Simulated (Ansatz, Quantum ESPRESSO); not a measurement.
# Si3Bi (Pm-3m): zone-centre phonons

Which modes does Si3Bi (Pm-3m) have at the zone centre?

Main program and level: Quantum ESPRESSO 7.5; DFT LDA, scalar-relativistic, plane waves, PseudoDojo norm-conserving pseudopotentials.

The structure was built from a prototype and need not be the compound's stable phase.

## (1) Starting point

The structure is cubic, space group Pm-3m (No. 221). Conventional cell: a = 4.179 Å, b = 4.179 Å, c = 4.179 Å, α = 90.00°, β = 90.00°, γ = 90.00°. Nearest to Bi lie 12 Si at 2.95 Å. Nearest to Si lie 4 Bi at 2.95 Å and 8 Si at 2.95 Å. Farther neighbours are not listed.

## (2) A probe with smearing

A cheap run with smearing and empty bands tells whether the crystal has a gap, which decides between fixed occupations and smearing later on.

The input, probe.in:

```
&control
   calculation = 'scf'
   prefix = 'x'
   outdir = './tmp'
   pseudo_dir = './pseudo'
   tprnfor = .true.
   tstress = .true.
   verbosity = 'high'
/
&system
   ibrav = 0
   nat = 4
   ntyp = 2
   ecutwfc = 62.0
   occupations = 'smearing'
   smearing = 'gaussian'
   degauss = 0.01
/
&electrons
   conv_thr = 1.0d-07
   mixing_beta = 0.7
   electron_maxstep = 100
/
ATOMIC_SPECIES
 Bi    208.9804  Bi.upf
 Si     28.0850  Si.upf
CELL_PARAMETERS angstrom
     4.178575710    0.000000000    0.000000000
     0.000000000    4.178575710    0.000000000
     0.000000000    0.000000000    4.178575710
ATOMIC_POSITIONS crystal
 Bi     0.000000000   0.000000000   0.000000000
 Si     0.000000000   0.500000000   0.500000000
 Si     0.500000000   0.000000000   0.500000000
 Si     0.500000000   0.500000000   0.000000000
K_POINTS automatic
 4 4 4 0 0 0
```

On the command line:

```
> OMP_NUM_THREADS=1 mpirun -n 4 pw.x -nk 4 -in probe.in > probe.out
```

Output:

```text
[banners, grids, parts of the stress and lines that vanish by symmetry left out]
Program PWSCF v.7.5
     Message from routine setup:
     using ibrav=0 with symmetry is DISCOURAGED, use correct ibrav instead
[...]
kinetic-energy cutoff     =      62.0000  Ry
     charge density cutoff     =     248.0000  Ry
     scf convergence threshold =      1.0E-07
[...]
Exchange-correlation= SLA  PW   NOGX NOGC
                           (   1   4   0   0   0   0   0)
[...]
48 Sym. Ops., with inversion, found
[...]
(     0          1          0      )
                  (     0          0          1      )
[...]
(  0.0000000  1.0000000  0.0000000 )
                  (  0.0000000  0.0000000  1.0000000 )
[...]
(     0         -1          0      )
                  (     0          0          1      )
[...]
( -1.0000000  0.0000000  0.0000000 )
                  (  0.0000000  1.0000000  0.0000000 )
[...]
number of k points=    10  Gaussian smearing, width (Ry)=  0.0100
[...]
c_bands:  1 eigenvalues not converged
[...]
End of self-consistent calculation
[...]
the Fermi energy is    11.6086 ev
!    total energy              =    -189.20528135 Ry
[...]
convergence has been achieved in   7 iterations
[...]
atom    1 type  1   force =     0.00000000    0.00000000    0.00000000
     atom    2 type  2   force =     0.00000000    0.00000000    0.00000000
     atom    3 type  2   force =     0.00000000    0.00000000    0.00000000
     atom    4 type  2   force =     0.00000000    0.00000000    0.00000000
[...]
Total force =     0.000000     Total SCF correction =     0.000000
[...]
total   stress  (Ry/bohr**3)                   (kbar)     P=       48.17
[...]
XML data file, charge density, pseudopotentials, collected wavefunctions

   JOB DONE.
```

The job ended after 3.4 s (4 MPI ranks of Arm Neoverse V2, shared host).

Read from the output:

| Item | Value |
| --- | --- |
| volume per atom | 18.24 Å³ |
| pressure | 4.817 GPa |
| gap on the k-mesh | 0 eV |

No gap opens on this mesh, so smearing is kept; the start stands at 4.8 GPa.

## (3) Relaxation

The harmonic expansion starts where the forces on the atoms vanish, and stress shifts the frequencies, so cell and atoms are relaxed with tight thresholds.

The input, relax.in:

```
&control
   calculation = 'vc-relax'
   prefix = 'x'
   outdir = './tmp'
   pseudo_dir = './pseudo'
   tprnfor = .true.
   tstress = .true.
   forc_conv_thr = 2.0d-05
   etot_conv_thr = 1.0d-07
   nstep = 40
/
&system
   ibrav = 0
   nat = 4
   ntyp = 2
   ecutwfc = 62.0
   occupations = 'smearing'
   smearing = 'mv'
   degauss = 0.02
/
&electrons
   conv_thr = 1.0d-11
   mixing_beta = 0.7
   electron_maxstep = 100
/
&ions
/
&cell
   press_conv_thr = 0.2
/
ATOMIC_SPECIES
 Bi    208.9804  Bi.upf
 Si     28.0850  Si.upf
CELL_PARAMETERS angstrom
     4.178575710    0.000000000    0.000000000
     0.000000000    4.178575710    0.000000000
     0.000000000    0.000000000    4.178575710
ATOMIC_POSITIONS crystal
 Bi     0.000000000   0.000000000   0.000000000
 Si     0.000000000   0.500000000   0.500000000
 Si     0.500000000   0.000000000   0.500000000
 Si     0.500000000   0.500000000   0.000000000
K_POINTS automatic
 8 8 8 0 0 0
```

On the command line:

```
> OMP_NUM_THREADS=1 mpirun -n 4 pw.x -nk 4 -in relax.in > relax.out
```

Output:

```text
[banners, grids, parts of the stress and lines that vanish by symmetry left out]
[banner, memory and clock lines left out]
Program PWSCF v.7.5

[...]
kinetic-energy cutoff     =      62.0000  Ry
     charge density cutoff     =     248.0000  Ry
     scf convergence threshold =      1.0E-11
[...]
energy convergence thresh.=      1.0E-07
     force convergence thresh. =      2.0E-05
     press convergence thresh. =      2.0E-01
     Exchange-correlation= SLA  PW   NOGX NOGC
                           (   1   4   0   0   0   0   0)
[...]
48 Sym. Ops., with inversion, found
[...]
number of k points=    35  Marzari-Vanderbilt smearing, width (Ry)=  0.0200
[...]
End of self-consistent calculation
[...]
the Fermi energy is    11.4725 ev
!    total energy              =    -189.20859504 Ry
[...]
convergence has been achieved in  11 iterations
[...]
atom    1 type  1   force =     0.00000000    0.00000000    0.00000000
     atom    2 type  2   force =     0.00000000    0.00000000    0.00000000
     atom    3 type  2   force =     0.00000000    0.00000000    0.00000000
     atom    4 type  2   force =     0.00000000    0.00000000    0.00000000
     Total force =     0.000000     Total SCF correction =     0.000000
[...]
total   stress  (Ry/bohr**3)                   (kbar)     P=       41.97
[...]
number of bfgs steps    =   0
[...]
CELL_PARAMETERS (angstrom)
[...]
ATOMIC_POSITIONS (crystal)
Bi               0.0000000000        0.0000000000        0.0000000000
Si               0.0000000000        0.5000000000        0.5000000000
Si               0.5000000000        0.0000000000        0.5000000000
Si               0.5000000000        0.5000000000        0.0000000000
[...]
New effective cutoffs (rho, wfc):  243.44   61.12
[...]
End of self-consistent calculation
[...]
the Fermi energy is    11.1508 ev
!    total energy              =    -189.21091029 Ry
[...]
convergence has been achieved in   7 iterations
[...]
atom    1 type  1   force =     0.00000000    0.00000000    0.00000000
     atom    2 type  2   force =     0.00000000    0.00000000    0.00000000
     atom    3 type  2   force =     0.00000000    0.00000000    0.00000000
     atom    4 type  2   force =     0.00000000    0.00000000    0.00000000
     Total force =     0.000000     Total SCF correction =     0.000000
[...]
total   stress  (Ry/bohr**3)                   (kbar)     P=       22.61
[...]
number of bfgs steps    =   1
[...]
CELL_PARAMETERS (angstrom)
[...]
ATOMIC_POSITIONS (crystal)
[...]
New effective cutoffs (rho, wfc):  239.69   60.18
[...]
End of self-consistent calculation
[...]
the Fermi energy is    10.8058 ev
!    total energy              =    -189.21194564 Ry
[...]
convergence has been achieved in   9 iterations
[...]
atom    1 type  1   force =     0.00000000    0.00000000    0.00000000
     atom    2 type  2   force =     0.00000000    0.00000000    0.00000000
     atom    3 type  2   force =     0.00000000    0.00000000    0.00000000
     atom    4 type  2   force =     0.00000000    0.00000000    0.00000000
     Total force =     0.000000     Total SCF correction =     0.000000
[...]
total   stress  (Ry/bohr**3)                   (kbar)     P=        3.51
[...]
number of bfgs steps    =   2
[...]
CELL_PARAMETERS (angstrom)
[...]
ATOMIC_POSITIONS (crystal)
[...]
New effective cutoffs (rho, wfc):  239.00   60.01
[...]
End of self-consistent calculation
[...]
the Fermi energy is    10.7421 ev
!    total energy              =    -189.21197355 Ry
[...]
convergence has been achieved in   7 iterations
[...]
atom    1 type  1   force =     0.00000000    0.00000000    0.00000000
     atom    2 type  2   force =     0.00000000    0.00000000    0.00000000
     atom    3 type  2   force =     0.00000000    0.00000000    0.00000000
     atom    4 type  2   force =     0.00000000    0.00000000    0.00000000
     Total force =     0.000000     Total SCF correction =     0.000000
[...]
total   stress  (Ry/bohr**3)                   (kbar)     P=        0.17
[...]
number of bfgs steps    =   3
[...]
CELL_PARAMETERS (angstrom)
[...]
ATOMIC_POSITIONS (crystal)
[...]
New effective cutoffs (rho, wfc):  238.97   60.00
[...]
End of self-consistent calculation
[...]
the Fermi energy is    10.7389 ev
!    total energy              =    -189.21197362 Ry
[...]
convergence has been achieved in   5 iterations
[...]
atom    1 type  1   force =     0.00000000    0.00000000    0.00000000
     atom    2 type  2   force =     0.00000000    0.00000000    0.00000000
     atom    3 type  2   force =     0.00000000    0.00000000    0.00000000
     atom    4 type  2   force =     0.00000000    0.00000000    0.00000000
     Total force =     0.000000     Total SCF correction =     0.000000
[...]
total   stress  (Ry/bohr**3)                   (kbar)     P=        0.00
[...]
bfgs converged in   5 scf cycles and   4 bfgs steps
[...]
End of BFGS Geometry Optimization
     Final enthalpy           =    -189.2119736188 Ry
     File ./tmp/x.bfgs deleted, as requested
[...]
CELL_PARAMETERS (angstrom)
[...]
ATOMIC_POSITIONS (crystal)
[...]
Si               0.5000000000        0.0000000000        0.5000000000
Si               0.5000000000        0.5000000000        0.0000000000
[...]
Final scf calculation at the relaxed structure.
[...]
kinetic-energy cutoff     =      62.0000  Ry
     charge density cutoff     =     248.0000  Ry
     scf convergence threshold =      1.0E-13
[...]
press convergence thresh. =      2.0E-01
     Exchange-correlation= SLA  PW   NOGX NOGC
                           (   1   4   0   0   0   0   0)
[...]
48 Sym. Ops., with inversion, found
[...]
number of k points=    35  Marzari-Vanderbilt smearing, width (Ry)=  0.0200
[...]
c_bands:  1 eigenvalues not converged
[...]
End of self-consistent calculation
[...]
the Fermi energy is    10.7389 ev
!    total energy              =    -189.21221156 Ry
[...]
convergence has been achieved in  11 iterations
[...]
atom    1 type  1   force =     0.00000000    0.00000000    0.00000000
     atom    2 type  2   force =     0.00000000    0.00000000    0.00000000
     atom    3 type  2   force =     0.00000000    0.00000000    0.00000000
     atom    4 type  2   force =     0.00000000    0.00000000    0.00000000
     Total force =     0.000000     Total SCF correction =     0.000000
[...]
total   stress  (Ry/bohr**3)                   (kbar)     P=        0.92
[...]
XML data file, charge density, pseudopotentials, collected wavefunctions
```

Run time: 55 s. Hardware: 4 MPI ranks; 3.7 min of CPU time.

Step by step:

| step | energy less that of the first step (eV) | largest force (eV/Å) | pressure (GPa) | volume (Å³) |
| --- | --- | --- | --- | --- |
| 1 | 0.0000 | 0.0000 | 4.20 | 72.96 |
| 2 | -0.0315 | 0.0000 | 2.26 | 74.53 |
| 3 | -0.0456 | 0.0000 | 0.35 | 76.29 |
| 4 | -0.0460 | 0.0000 | 0.02 | 76.62 |
| 5 | -0.0460 | 0.0000 | 0.00 | 76.64 |
| 6 | -0.0492 | 0.0000 | 0.09 | 76.64 |

| conventional cell, symmetrised | before | after | change |
| --- | --- | --- | --- |
| a (Å) | 4.179 | 4.248 | +1.7 % |
| b (Å) | 4.179 | 4.248 | +1.7 % |
| c (Å) | 4.179 | 4.248 | +1.7 % |
| volume (Å³/atom) | 18.24 | 19.16 | +5.0 % |

The last row of the table of steps is pw.x's closing run on a basis chosen anew for the final cell, so its energy can jump.

This step gave:

| Item | Value |
| --- | --- |
| volume per atom | 19.16 Å³ |
| pressure | 0.09200 GPa |

The volume changes by +5.0 % from the cell with which this run began.

## (4) Self-consistent run for the response

Perturbation theory inherits every error of the wavefunctions, so the threshold is set near the limit of the arithmetic. Smearing stays on, as the first look found no gap above 0.3 eV.

The input, scf.in:

```
&control
   calculation = 'scf'
   prefix = 'x'
   outdir = './tmp'
   pseudo_dir = './pseudo'
   tprnfor = .true.
   tstress = .true.
/
&system
   ibrav = 0
   nat = 4
   ntyp = 2
   ecutwfc = 62.0
   occupations = 'smearing'
   smearing = 'mv'
   degauss = 0.02
/
&electrons
   conv_thr = 1.0d-12
   mixing_beta = 0.7
   electron_maxstep = 100
/
ATOMIC_SPECIES
 Bi    208.9804  Bi.upf
 Si     28.0850  Si.upf
CELL_PARAMETERS angstrom
     4.247609487    0.000000000    0.000000000
     0.000000000    4.247609487    0.000000000
     0.000000000    0.000000000    4.247609487
ATOMIC_POSITIONS crystal
 Bi     0.000000000   0.000000000   0.000000000
 Si     0.000000000   0.500000000   0.500000000
 Si     0.500000000   0.000000000   0.500000000
 Si     0.500000000   0.500000000   0.000000000
K_POINTS automatic
 8 8 8 0 0 0
```

On the command line:

```
> OMP_NUM_THREADS=1 mpirun -n 4 pw.x -nk 4 -in scf.in > scf.out
```

Output:

```text
[banners, grids, parts of the stress and lines that vanish by symmetry left out]
[banner, memory and clock lines left out]
Program PWSCF v.7.5

[...]
kinetic-energy cutoff     =      62.0000  Ry
     charge density cutoff     =     248.0000  Ry
     scf convergence threshold =      1.0E-12
[...]
Exchange-correlation= SLA  PW   NOGX NOGC
                           (   1   4   0   0   0   0   0)
[...]
48 Sym. Ops., with inversion, found
[...]
number of k points=    35  Marzari-Vanderbilt smearing, width (Ry)=  0.0200
[...]
End of self-consistent calculation
[...]
the Fermi energy is    10.7389 ev
!    total energy              =    -189.21221156 Ry
[...]
convergence has been achieved in  12 iterations
[...]
atom    1 type  1   force =     0.00000000    0.00000000    0.00000000
     atom    2 type  2   force =     0.00000000    0.00000000    0.00000000
     atom    3 type  2   force =     0.00000000    0.00000000    0.00000000
     atom    4 type  2   force =     0.00000000    0.00000000    0.00000000
     Total force =     0.000000     Total SCF correction =     0.000000
[...]
total   stress  (Ry/bohr**3)                   (kbar)     P=        0.92
[...]
XML data file, charge density, pseudopotentials, collected wavefunctions
```

It took 16 s on 4 MPI ranks; 65 s of CPU time.

The cell stands at 0.092 GPa, close enough for phonons.

(Part 1 of 3 ends here.)

[Host names and launcher messages were left out of these logs when they were recorded.]

[Logs are printed without paths, hosts, clocks, repeated set-up lines and the standing remarks that a program may print on its own settings, such as how far it seeks lower states.]

[Hosts, paths, dates, database ids (printed as entryN), source tags and the programs' standing remarks are cut or masked in the printed files.]
